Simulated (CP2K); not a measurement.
Two runs for the S L₂,₃ edge of 2-mercaptothiophene. Run A: CP2K XAS_TDP, all-electron GAPW, PBEh(45%), aug-cc-pVDZ, TDA, ZORA, spin–orbit coupling. Run B differs in one setting.

First lines with a strength over 0.0003. A:

```
                  atom  energy (eV)  states  strength, one atom
S1 (bonded to C and H)       163.56       1              0.0017
                             163.82       1              0.0014
                             164.63       1              0.0010
                             164.74       1              0.0008
                             164.78       1              0.0017
    S6 (bonded to 2 C)       164.20       2              0.0020
                             164.37       1              0.0006
                             164.60       2              0.0004
                             164.77       1              0.0011
                             165.30       1              0.0015
```

B:

| atom | energy (eV) | states | strength, one atom |
| --- | --- | --- | --- |
| S1 (bonded to C and H) | 154.60 | 1 | 0.0004 |
|  | 154.76 | 1 | 0.0010 |
|  | 154.88 | 1 | 0.0004 |
|  | 155.43 | 1 | 0.0016 |
|  | 155.51 | 1 | 0.0007 |
| S6 (bonded to 2 C) | 155.07 | 1 | 0.0004 |
|  | 155.19 | 1 | 0.0006 |
|  | 155.79 | 4 | 0.0005 |
|  | 155.87 | 1 | 0.0006 |
|  | 155.92 | 4 | 0.0004 |

Question: Which was it: GW2X switched on, the functional, the basis?

The functional (functional from PBEh(45%) to PBE; the lines alone don't name the new value). A functional moves all lines by electronvolts and changes their spacings and strengths. The lowest line over the strength cut lies at 154.60 eV, against 163.56 eV (PBEh(45%), aug-cc-pVDZ).

[Banner, clock and machine lines of the logs are left out without a mark of their own.]

[Logs are printed without paths, hosts, clocks, repeated set-up lines and the standing remarks that a program may print on its own settings, such as how far it seeks lower states.]

[Hosts, paths, dates, database ids (printed as entryN), source tags and the programs' standing remarks are cut or masked in the printed files.]
